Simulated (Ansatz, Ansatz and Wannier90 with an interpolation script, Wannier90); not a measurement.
**BaTiO3 (Pm-3m): what limits a Wannier interpolation of GW**

Aim: vary the Wannier model and the GW settings for BaTiO3 (Pm-3m) and see what the interpolated bands lose.

Program: Wannier90 4.0.3. Level of theory: maximally localised Wannier functions from the overlaps of LDA states (plane waves, PAW). Results are calculated unless marked as measured.

**1. The structure**

It takes space group Pm-3m (No. 221, cubic). The conventional cell has a = 4.006 Å, b = 4.006 Å, c = 4.006 Å, α = 90.00°, β = 90.00°, γ = 90.00°. Ba has 12 O at 2.83 Å nearest. Nearest to Ti lie 6 O at 2.00 Å. Nearest to O lie 2 Ti at 2.00 Å and 4 Ba at 2.83 Å. Farther neighbours and most contacts between anions are not listed.

The cell and positions come from the Crystallography Open Database and are kept as given unless a step says otherwise. Spin-orbit coupling is left out unless a step names it.

**2. Wannier model on 8×8×8, by Wannier90**

Localised functions give a small Hamiltonian that interpolates between mesh points at no cost.

w.win

```
num_iter = 1200
conv_tol = 1.0e-8
conv_window = 5
dis_num_iter = 4000
dis_conv_tol = 1.0e-8
dis_mix_ratio = 0.7
write_hr = true
use_ws_distance = false
num_print_cycles = 50
! ansatz wannier90 interface
! projections by site (counted from 0) and shell: 2 2P, 3 2P, 4 2P, 1 3D
! states of the run's bands (counted from 1): 1-31
num_bands = 31
num_wann  = 14
dis_win_min = 5.24
dis_win_max = 18.59
dis_froz_min = 5.24
dis_froz_max = 13.79
guiding_centres = true

begin unit_cell_cart
Ang
                    4.006                      0.0                      0.0
                      0.0                    4.006                      0.0
                      0.0                      0.0                    4.006
end unit_cell_cart

begin atoms_frac
Ba                       0.5                      0.5                      0.5
Ti                       0.0                      0.0                      0.0
O                        0.5                      0.0                      0.0
O                        0.0                      0.5                      0.0
O                        0.0                      0.0                      0.5
end atoms_frac

mp_grid = 8 8 8

[... the mesh's points ...]
```

Started as:

```sh
$ OMP_NUM_THREADS=1 mpirun -n 8 wannier90.x w > wannier90.x.log
```

Numbers of over 12 decimals in the logs are rounded to 6 here.

The program printed:

```text
TEM
                                    ------

                              Lattice Vectors (Ang)
                    a_1     4.006000   0.000000   0.000000
                    a_2     0.000000   4.006000   0.000000
                    a_3     0.000000   0.000000   4.006000

                   Unit Cell Volume:      64.28843  (Ang^3)

                        Reciprocal-Space Vectors (Ang^-1)
                    b_1     1.568444   0.000000   0.000000
                    b_2     0.000000   1.568444   0.000000
                    b_3     0.000000   0.000000   1.568444

 *----------------------------------------------------------------------------*
 |   Site       Fractional Coordinate          Cartesian Coordinate (Ang)     |
 +----------------------------------------------------------------------------+
 | ba   1   0.50000   0.50000   0.50000   |    2.00300   2.00300   2.00300    |
 | ti   1   0.00000   0.00000   0.00000   |    0.00000   0.00000   0.00000    |
 | o    1   0.50000   0.00000   0.00000   |    2.00300   0.00000   0.00000    |
 | o    2   0.00000   0.50000   0.00000   |    0.00000   2.00300   0.00000    |
 | o    3   0.00000   0.00000   0.50000   |    0.00000   0.00000   2.00300    |
 *----------------------------------------------------------------------------*
                                ------------
                                K-POINT GRID
                                ------------

             Grid size =  8 x  8 x  8      Total points =  512

 *---------------------------------- MAIN ------------------------------------*
 |  Number of Wannier Functions               :                14             |
 |  Number of Objective Wannier Functions     :                14             |
 |  Number of input Bloch states              :                31             |
 |  Output verbosity (1=low, 5=high)          :                 1             |
 |  Timing Level (1=low, 5=high)              :                 1             |
 |  Optimisation (0=memory, 3=speed)          :                 3             |
 |  Length Unit                               :               Ang             |
 |  Post-processing setup (write *.nnkp)      :                 F             |
 |  Using Gamma-only branch of algorithms     :                 F             |
 *----------------------------------------------------------------------------*
 *------------------------------- WANNIERISE ---------------------------------*
 |  Total number of iterations                :              1200             |
 |  Number of CG steps before reset           :                 5             |
 |  Trial step length for line search         :             2.000             |
 |  Convergence tolerence                     :         0.100E-07             |
 |  Convergence window                        :                 5             |
[...]
Final Omega_I    14.60067600 (Ang^2)

 +----------------------------------------------------------------------------+

 Writing checkpoint file w.chk... done

 *------------------------------- WANNIERISE ---------------------------------*
 +--------------------------------------------------------------------+<-- CONV
 | Iter  Delta Spread     RMS Gradient      Spread (Ang^2)      Time  |<-- CONV
 +--------------------------------------------------------------------+<-- CONV

 ------------------------------------------------------------------------------
 Initial State
  WF centre and spread    1  (  2.003000, -0.000000, -0.000000 )     1.34629874
  WF centre and spread    2  (  2.003000,  0.000000,  0.000000 )     0.83636326
  WF centre and spread    3  (  2.003000,  0.000000, -0.000000 )     1.34629874
[...]
Sum of centres and spreads (  6.009000,  6.009000,  6.009000 )    15.07094488

      0     0.151E+02     0.0000000000       15.0709448794       0.77  <-- CONV
        O_D=      0.0000000 O_OD=      0.4702689 O_TOT=     15.0709449 <-- SPRD
 ------------------------------------------------------------------------------
 Cycle:      1
[...]
Sum of centres and spreads (  6.009000,  6.009000,  6.009000 )    15.00969267

      1    -0.613E-01     0.1079551084       15.0096926733       0.79  <-- CONV
        O_D=      0.0000000 O_OD=      0.4090167 O_TOT=     15.0096927 <-- SPRD
 Delta: O_D=  0.1141226E-19 O_OD= -0.6125221E-01 O_TOT= -0.6125221E-01 <-- DLTA
 ------------------------------------------------------------------------------

             <<<     Delta < 1.000E-08  over  5 iterations     >>>
             <<< Wannierisation convergence criteria satisfied >>>

 Final State
[...]
WF centre and spread   13  ( -0.000000,  0.000000,  0.000000 )     0.71830789
  WF centre and spread   14  ( -0.000000, -0.000000,  0.000000 )     1.00340516
  Sum of centres and spreads (  6.009000,  6.009000,  6.009000 )    14.88374272

         Spreads (Ang^2)       Omega I      =    14.600676004
        ================       Omega D      =     0.000000000
                               Omega OD     =     0.283066717
    Final Spread (Ang^2)       Omega Total  =    14.883742721
 ------------------------------------------------------------------------------

 Writing checkpoint file w.chk... done

 *---------------------------------------------------------------------------*
 |                               PLOTTING                                    |
 *---------------------------------------------------------------------------*

 *===========================================================================*
 |                             TIMING INFORMATION                            |
 *===========================================================================*
 |    Tag                                                Ncalls      Time (s)|
 |---------------------------------------------------------------------------|
 |kmesh: get                                        :         1         0.112|
 |overlap: read                                     :         1         1.625|
 |dis: main                                         :         1         0.808|
 |wann: main                                        :         1         0.572|
 |plot: main                                        :         1         0.199|
 *---------------------------------------------------------------------------*
 All done: wannier90 exiting
```

Run time: 4.6 s. Hardware: 8 MPI ranks of Arm Neoverse V2, shared host.

This step gave:

| Property | Result |
| --- | --- |
| gauge-invariant spread | 14.60 Å² |
| diagonal spread | 0 Å² |
| off-diagonal spread | 0.2831 Å² |
| total spread | 14.88 Å² |
| disentanglement steps | 127 |
| r.m.s. interpolation error | 1.57e-4 eV |
| r.m.s. error near the gap | 1.55e-4 eV |

Near the gap the model misses directly solved bands by 0.2 meV r.m.s. and by 1 meV at most in the window tested. This tests the starting bands, not the corrections carried with them.

**3. Wannier model on 8×8×8, by the program's own minimiser**

This step: maximally localised Wannier functions, LDA, plane waves, PAW.

input.yaml

```yaml
crystal:
  lattice:
    - [4.006, 0.0, 0.0]
    - [0.0, 4.006, 0.0]
    - [0.0, 0.0, 4.006]
  atoms:
    - { symbol: Ba, position: [0.5, 0.5, 0.5] }
    - { symbol: Ti, position: [0.0, 0.0, 0.0] }
    - { symbol: O, position: [0.5, 0.0, 0.0] }
    - { symbol: O, position: [0.0, 0.5, 0.0] }
    - { symbol: O, position: [0.0, 0.0, 0.5] }
kpoints:
  mp_grid: { grid: [4, 4, 4] }
hamiltonian:
  xc: lda
scf:
  occupations: { method: fixed }
  n_extra_bands: 34
output:
  wannier:
    kmesh: [8, 8, 8]
    projections: [{ species: O, l: p, shell: 2 }, { species: Ti, l: d, shell: 3 }]
    minimise: true
    write_hr: true
    seedname: w
    conv_tol: 1.0e-06
    max_iter: 20000
    stability_check: false
    disentanglement:
      window: [5.24, 18.59]
      frozen_window: [5.24, 13.79]
      conv_tol: 1.0e-08
```

Started as:

```sh
$ ansatz run input.yaml --threads 8 --pin off --max-ram 18432MiB --backend cpu --events-out ev --progress --plain --runs-dir out
```

The program printed:

```text
scf.n_extra_bands = 34 over 20 filled bands (N_el = 40.0): the run solves 54 bands
Engine: ansatz 0.2.0, aarch64-unknown-linux-gnu
Pseudopotentials: kind: paw
Pseudopotential: Ba, paw, valence charge 10, recommended cutoff 420 eV (normal), Ba.paw.azcp
Pseudopotential: Ti, paw, valence charge 12, recommended cutoff 420 eV (normal), Ti.paw.azcp
Pseudopotential: O, paw, valence charge 6, recommended cutoff 420 eV (normal), O.paw.azcp
Functional definition: SPW92
  exchange = slater_x
  correlation = pw_c
Crystal: 5 atoms, lattice volume = 64.288 Å³
Basis set: ecut = 420 eV, 1237 PW (Γ)
Bands: 54, of which v1, the nominal top of the filled ones, is band 20 counted from 1 (19 counted from 0)
Symmetry: 48 space group operations
Space group: Pm-3m (ITA 221), of the structure as read, at distance tolerance 4.0e-5 Å
k-points: 10 of 64
Non-local potential: Ba, projectors of the file, l = 0: 3, l = 1: 2, l = 2: 2, l = 3: 2
Non-local potential: Ti, projectors of the file, l = 0: 3, l = 1: 2, l = 2: 3, l = 3: 1
Non-local potential: O, projectors of the file, l = 0: 2, l = 1: 2, l = 2: 1
PAW form: soft (Blöchl's): semilocal exchange-correlation on the pseudo side does not see the compensation charge
PAW frozen core: Ba, regenerated for the run's functional, and the local potential with it (the file was generated under x = pbe(κ = 0.804, μ = 0.219515), c = pbe(β = 0.066725))
PAW frozen core: Ti, regenerated for the run's functional, and the local potential with it (the file was generated under x = pbe(κ = 0.804, μ = 0.219515), c = pbe(β = 0.066725))
[...]
SCF 1 converged in 7 iterations: F = -9904.374895 eV  dr2 = 1.25e-8
[...]
NSCF: frozen V_eff on 38 k-points
the Wannier pass solved 38 of the 512 points of its mesh, and has the states at the others by symmetry: states obtained by the crystal's operations at points that were solved too leave a residual of 4.19e-13 eV (read by the count's bands and the next), within 5.56e-6 eV
SCF converged after 7 iterations
Free energy (F): -9904.374895 eV
Harris-Foulkes:  -9904.374895 eV  (|F-HF|=8.82e-9)
Internal energy: -9904.374895 eV  (E = F + TS)
E sigma→0 (E₀):  -9904.374895 eV
Fermi energy:    9.888464 eV
--- Per-component energies (eV) ---
  E_band       = -151.813174
  E_kinetic    = 964.011436
  E_local      = -2100.623804  (includes V_loc(G=0)·N_el)
  E_nonlocal   = 215.793926
  E_hartree    = 812.999309
  E_xc         = -484.652559
  E_vxc        = -541.851690  (∫ρ·V_xc dr)
  E_paw        = -6494.403653  (= ΣΔE_a)
  E_vpaw       = -315.146897  (= ΣTr[D̂ρ^β])
  E_aug_tail   = 0.007422  (compensation charges beyond the density's cutoff)
  E_ewald      = -2818.406203
  E_core_change = 0.899230  (= ΣΔE_core)
  E_smearing   = -0.000000  (= −TS)
  E_closure    = -0.000000  (closes the sum)
  Σ components = -9904.374895   (vs F -9904.374895, Δ=0.00e0)
--- Band table (eV; the first three rows and the last of 10) ---
  k-point 0: bands = [... 16 lower, 8.7651, 9.7838, 9.7838, 9.7838, 11.5904, 11.5904, 11.5904, 13.8566, ... 30 higher]
  k-point 1: bands = [... 16 lower, 8.3403, 8.6779, 9.4496, 9.4496, 11.6544, 12.5688, 12.5688, 13.8599, ... 30 higher]
  k-point 2: bands = [... 16 lower, 8.0498, 8.0498, 9.2093, 9.2093, 11.7210, 13.3597, 13.3597, 13.8624, ... 30 higher]
  k-point 9: bands = [... 16 lower, 7.5355, 9.8885, 9.8885, 9.8885, 14.0447, 14.0447, 14.0447, 16.6561, ... 30 higher]
Wannier search: line search 1 of at most 20000: gauge-dependent spread (as the search counts it) 0.4089819 Å², largest recent change 6.1e-2 Å² against conv_tol 1.0e-6 Å², 0 stops escaped
```

It took 4.3 s on 8 threads; peak memory 0.94 GiB.

Reading the cycles: dr2 is the Hartree energy of the density residual (eV), the measure of convergence; HF is the Harris–Foulkes estimate of the energy, which meets the free energy F at convergence.

This step gave:

- gauge-invariant spread: 14.60 Å²
- diagonal spread: 2.00e-25 Å²
- off-diagonal spread: 0.2830 Å²
- total spread: 14.88 Å²
- least projectability: 0.6634
- localisation steps: 34
- disentanglement steps: 119
- r.m.s. interpolation error: 1.57e-4 eV
- r.m.s. error near the gap: 1.56e-4 eV

Near the gap the model misses directly solved bands by 0.2 meV r.m.s. and by 1 meV at most in the window tested. This tests the starting bands, not the corrections carried with them.

Frozen up to 3.90 eV; above it the model need not follow the bands. The electronic bands at the labelled points (eV, zero at the valence-band top; v1 is the highest filled band, c1 the lowest empty one):

```csv
point,v4,v3,v2,v1,c1,c2,c3,c4
Γ,-1.12,-0.10,-0.10,-0.10,1.70,1.70,1.70,3.97
halfway,-1.55,-1.21,-0.44,-0.44,1.77,2.68,2.68,3.97
X,-1.84,-1.84,-0.68,-0.68,1.83,3.47,3.47,3.97
halfway,-1.36,-1.28,-1.08,-0.48,2.73,3.48,3.60,4.64
M,-1.71,-0.83,-0.83,-0.05,3.49,3.49,3.91,4.86
halfway,-1.48,-1.01,-0.93,-0.45,2.63,2.78,3.02,4.53
Γ,-1.12,-0.10,-0.10,-0.10,1.70,1.70,1.70,3.97
halfway,-2.33,-0.69,-0.69,-0.59,3.13,3.15,3.15,5.94
R,-2.35,0.00,0.00,0.00,4.16,4.16,4.16,7.71
halfway,-2.15,-0.89,-0.58,-0.49,3.25,3.68,3.71,5.91
X,-1.84,-1.84,-0.68,-0.68,1.83,3.47,3.47,3.97
jump to R,-2.35,0.00,0.00,0.00,4.16,4.16,4.16,7.71
halfway,-2.45,-0.51,-0.51,-0.02,3.80,3.80,4.03,6.39
M,-1.71,-0.83,-0.83,-0.05,3.49,3.49,3.91,4.86
```

The same for Kohn-Sham, solved directly:

| point | v4 | v3 | v2 | v1 | c1 | c2 | c3 | c4 |
| --- | --- | --- | --- | --- | --- | --- | --- | --- |
| Γ | -1.12 | -0.10 | -0.10 | -0.10 | 1.70 | 1.70 | 1.70 | 3.97 |
| X | -1.84 | -1.84 | -0.68 | -0.68 | 1.83 | 3.47 | 3.47 | 3.97 |
| M | -1.71 | -0.83 | -0.83 | -0.05 | 3.49 | 3.49 | 3.90 | 4.82 |
| Γ | -1.12 | -0.10 | -0.10 | -0.10 | 1.70 | 1.70 | 1.70 | 3.97 |
| R | -2.35 | 0.00 | 0.00 | 0.00 | 4.16 | 4.16 | 4.16 | 6.77 |
| X | -1.84 | -1.84 | -0.68 | -0.68 | 1.83 | 3.47 | 3.47 | 3.97 |
| R | -2.35 | 0.00 | 0.00 | 0.00 | 4.16 | 4.16 | 4.16 | 6.77 |
| M | -1.71 | -0.83 | -0.83 | -0.05 | 3.49 | 3.49 | 3.90 | 4.82 |

(Part 1 of 2 ends here.)

[Paths, hosts, dates, memory and timing lines, banners, echoed tables and standing remarks are left out of the program output.]

[Logs are printed without paths, hosts, clocks, repeated set-up lines and the standing remarks that a program may print on its own settings, such as how far it seeks lower states.]

[Runs of the session that timed out or met a known fault of the program may be left out.]

[Hosts, paths, dates, database ids (printed as entryN), source tags and the programs' standing remarks are cut or masked in the printed files.]
